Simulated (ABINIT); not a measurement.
# WSe2 (P6_3/mmc): G0W0 with ABINIT, start to end

How does a plane-wave GW calculation on WSe2 (P6_3/mmc) run from the first input to the gap?

Method: PBE and many-body steps on it, plane waves, in ABINIT 10.8.3.

Report form: the programs' logs are mostly left out.

The database entry behind the starting cell differs from later determinations by our own check (a about 0.2 % long), so it need not match the best structure at ambient conditions.

## Step 1: The structure

It takes space group P6_3/mmc (No. 194, hexagonal). The conventional cell has a = 3.290 Å, b = 3.290 Å, c = 12.970 Å, α = 90.00°, β = 90.00°, γ = 120.00°. Nearest to W lie 6 Se at 2.53 Å. Nearest to Se lie 3 W at 2.53 Å. Farther neighbours and most contacts between anions are not listed.

Structure file:

```cif
data_structure
_symmetry_space_group_name_H-M 'P6_3/mmc'
_symmetry_Int_Tables_number 194
_cell_length_a 3.2900
_cell_length_b 3.2900
_cell_length_c 12.9700
_cell_angle_alpha 90.000
_cell_angle_beta 90.000
_cell_angle_gamma 120.000
_cell_volume 121.58
loop_
_atom_site_label
_atom_site_type_symbol
_atom_site_symmetry_multiplicity
_atom_site_Wyckoff_symbol
_atom_site_fract_x
_atom_site_fract_y
_atom_site_fract_z
_atom_site_occupancy
W1 W 2 c 0.33333 0.66667 0.25000 1
Se1 Se 4 f 0.33333 0.66667 0.62100 1
```

The cell and positions come from the Crystallography Open Database and are kept as given unless a step says otherwise. Spin-orbit coupling is left out unless a step names it.

## Step 2: Ground state

This step: ABINIT 10.8.3; DFT, PBE, plane waves, norm-conserving pseudopotentials.

The ground-state density comes first.

Input file run.abi:

```
acell 3*1.0 Angstrom
rprim 
  3.290000000028 -0.000000000007 0.000000000000
  -1.645000000008 2.849223578479 0.000000000000
  0.000000000000 0.000000000000 12.970000000000
ntypat 2
znucl 74 34
natom 6
typat 1 1 2 2 2 2
xred 
  0.333333333333 0.666666666667 0.250000000000
  0.666666666667 0.333333333333 0.750000000000
  0.333333333333 0.666666666667 0.621000000000
  0.666666666667 0.333333333333 0.121000000000
  0.333333333333 0.666666666667 0.879000000000
  0.666666666667 0.333333333333 0.379000000000
pp_dirpath "pseudos"
pseudos "W.upf, Se.upf"
ecut 58
ngkpt 6 6 2
nshiftk 1
shiftk 0 0 0
kptopt 1
chksymbreak 0
nband 69
occopt 1
tolvrs 1e-08
nstep 60
prtwf 0
optforces 0
optstress 0
indata_prefix "in"
outdata_prefix "out"
tmpdata_prefix "tmp"
```

Started as:

```bash
> OMP_NUM_THREADS=1 mpirun -n 4 abinit run.abi > log
```

The job ended after 4.3 min (4 MPI ranks of Arm Neoverse V2, shared host; peak memory 0.86 GiB; 17 min of CPU time).

Numbers from this step:

```
total energy               : -40949.7471 eV
gap                        : 0.9782 eV
k of the valence top       : 0, 0, 0
k of the conduction bottom : 0.1667, 0.1667, 0
least direct gap           : 1.524 eV
```

The gap is indirect, with the least direct gap 0.55 eV higher.

## Step 3: Empty states on the mesh, 3×3×1 mesh, 143 bands

The sums over transitions need many empty states on a uniform mesh; this step solves for them.

run.abi: that of step 2 with these lines changed.

```diff
@@ -19,3 +19,3 @@
 ecut 58
-ngkpt 6 6 2
+ngkpt 3 3 1
 nshiftk 1
@@ -24,9 +24,10 @@
 chksymbreak 0
-nband 69
-occopt 1
-tolvrs 1e-08
+iscf -2
+irdden 1
+istwfk *1
+nband 143
+nbdbuf 12
+tolwfr 1e-09
 nstep 60
-prtwf 0
-optforces 0
-optstress 0
+prtvol 0
 indata_prefix "in"
```

Started as:

```bash
> OMP_NUM_THREADS=1 mpirun -n 3 abinit run.abi > log
```

Run time: 1.7 min. Hardware: 3 MPI ranks; peak memory 0.45 GiB.

This step gave:

- gap: 1.330 eV
- k of the valence top: 0, 0, 0
- k of the conduction bottom: 0.3333, 0.3333, 0
- least direct gap: 1.524 eV
- k points computed: 3
- lowest point of the top converged band, above the valence top: 32.10 eV

On this mesh the gap is 1.330 eV. The earlier step found 0.978 eV, so this mesh misses an edge.

## Step 4: Screening, 3×3×1 mesh, 131 bands, screening to 87.1 eV

The RPA dielectric matrix is built and inverted for each q.

This step: RPA screening on PBE, plane waves, norm-conserving pseudopotentials.

run.abi: that of step 3 with these lines changed.

```diff
@@ -24,10 +24,11 @@
 chksymbreak 0
-iscf -2
-irdden 1
 istwfk *1
-nband 143
-nbdbuf 12
-tolwfr 1e-09
-nstep 60
-prtvol 0
+occopt 1
+irdwfk 1
+optdriver 3
+nband 131
+ecuteps 3.2
+inclvkb 2
+awtr 1
+symchi 1
 indata_prefix "in"
```

Started as:

```bash
> OMP_NUM_THREADS=1 mpirun -n 4 abinit run.abi > log
```

It took 72 s on 4 MPI ranks; peak memory 2.4 GiB.

This step gave:

```
ε∞ with local fields, on this mesh, along the program's q direction : 19.06
the same without local fields                                       : 20.99
plasma frequency                                                    : 37.50 eV
plane waves in the screening matrix                                 : 229
```

Local fields lower ε∞ by 9 %. On a Γ-centred mesh this coarse the value itself is usually too large, while a short band sum pulls it down.

## Step 5: Self-energy, 3×3×1 mesh, 131 bands, screening to 87.1 eV

The self-energy is evaluated for the states that the input lists, and the levels follow from it, in one-shot runs by the linearised quasiparticle equation.

This step: G0W0 on PBE, plane waves, norm-conserving pseudopotentials.

run.abi: that of step 4 with these lines changed.

```diff
@@ -27,8 +27,17 @@
 irdwfk 1
-optdriver 3
+optdriver 4
 nband 131
+gwcalctyp 0
+ecutsigx 58
+symsigma 1
+nkptgw 2
+kptgw 
+  0.0000000000 0.0000000000 0.0000000000
+  0.3333333333 0.3333333333 0.0000000000
+bdgw 
+  61 64
+  61 64
 ecuteps 3.2
-inclvkb 2
-awtr 1
-symchi 1
+irdscr 1
+ppmodel 1
 indata_prefix "in"
```

Elapsed: 10 s, on 4 MPI ranks; peak memory 1.8 GiB.

This step gave:

```
G0W0 gap on the points computed              : 1.885 eV
starting gap on the mesh                     : 1.330 eV
k of the valence top                         : 0, 0, 0
k of the conduction bottom                   : 0.3333, 0.3333, 0
Z at the valence top                         : 0.798
Z at the conduction bottom                   : 0.794
least direct G0W0 gap on the computed points : 2.143 eV
```

The gap on the mesh goes from 1.33 eV to 1.88 eV, a correction of +0.55 eV. The start differs from the 0.98 eV found before because the two sample other k points.

Limits: finite bands, cutoff and mesh; no spin-orbit coupling; coarse k mesh. v1 is the top filled band, c1 the lowest empty one. The levels before and after the correction (eV, zero at the valence-band top of each column):

```csv
,conduction bottom,valence top
Kohn-Sham,1.33,0.00
G0W0,1.89,0.00
```

```csv
,level,energy (eV)
Kohn-Sham,Γ v2,-1.070
Kohn-Sham,Γ v1,0.000
Kohn-Sham,Γ c1-c2,2.641
Kohn-Sham,(0.333 0.333 0) v2,-0.440
Kohn-Sham,(0.333 0.333 0) v1,-0.194
Kohn-Sham,(0.333 0.333 0) c1-c2,1.330
G0W0,Γ v2,-1.562
G0W0,Γ v1,0.000
G0W0,Γ c1-c2,3.141
G0W0,(0.333 0.333 0) v2,-0.591
G0W0,(0.333 0.333 0) v1,-0.258
G0W0,(0.333 0.333 0) c1-c2,1.885
```

## Step 6: Where the time went

Times are wall times on the hardware named with each run, good to a factor of about two.

```csv
step,time,share,memory (GiB)
ground state,4.3 min,59 %,0.86
empty states on the mesh,1.7 min,23 %,0.45
screening,72 s,16 %,2.4
self-energy,10 s,2 %,1.8
```

## Step 7: Results

```yaml
pbe_gap: 0.98 eV, indirect
g0w0_gap_on_the_mesh: 1.88 eV
g0w0_gap_over_the_zone_rigid_shift: 1.53 eV
gw_settings: 3×3×1 mesh, 131 bands, screening to 87.1 eV, Godby-Needs plasmon pole
known_limits: not at the basis limit; no spin-orbit coupling; coarse k mesh
```

What this shows: G0W0 moves the gap on the mesh from 1.33 eV to 1.88 eV (+0.55 eV), with Z of 0.80 and 0.79 at the edges. The mesh misses the band edges by 0.35 eV in all; a rigid shift gives 1.53 eV for the zone. Local fields lower the RPA ε∞ on this mesh from 20.99 to 19.06; a Γ-centred mesh this coarse tends to raise both, most where the direct gap is narrow, while a short band sum lowers them. Only 2 of the mesh's irreducible points were corrected, so a valley elsewhere could overtake. The dearest step here is «ground state». Bands and cutoff are finite, so the gap is not at the basis limit. The miss can reach some tenths of an eV and take either sign; the mesh is an error of its own. In the G0W0 run levels were corrected at 2 k points alone, so a gap called «on the mesh» is the least over those, and an edge elsewhere would be missed. A denser mesh or path gives a starting gap of 0.98 eV: the GW mesh misses a band edge, so its gaps are not the fundamental one. The 3×3×1 mesh is coarse for this cell, which bears on the long-range parts of exchange and screening. The many-body steps are scalar-relativistic: spin-orbit coupling is not in them.

[Paths, hosts, dates, memory and timing lines, banners, echoed tables and standing remarks are left out of the program output.]

[Logs are printed without paths, hosts, clocks, repeated set-up lines and the standing remarks that a program may print on its own settings, such as how far it seeks lower states.]

[Runs of the session that timed out or met a known fault of the program may be left out.]

[Hosts, paths, dates, database ids (printed as entryN), source tags and the programs' standing remarks are cut or masked in the printed files.]

[G0W0 gaps are taken among the corrected bands and points alone; a level outside them can change the order at an edge.]

[Where Ansatz stands beside ABINIT at settings called matched, ABINIT's density can come from a denser mesh and the files from another edition; pairs whose starting gaps differed by over 0.03 eV were left out, so agreement reads better than it is.]
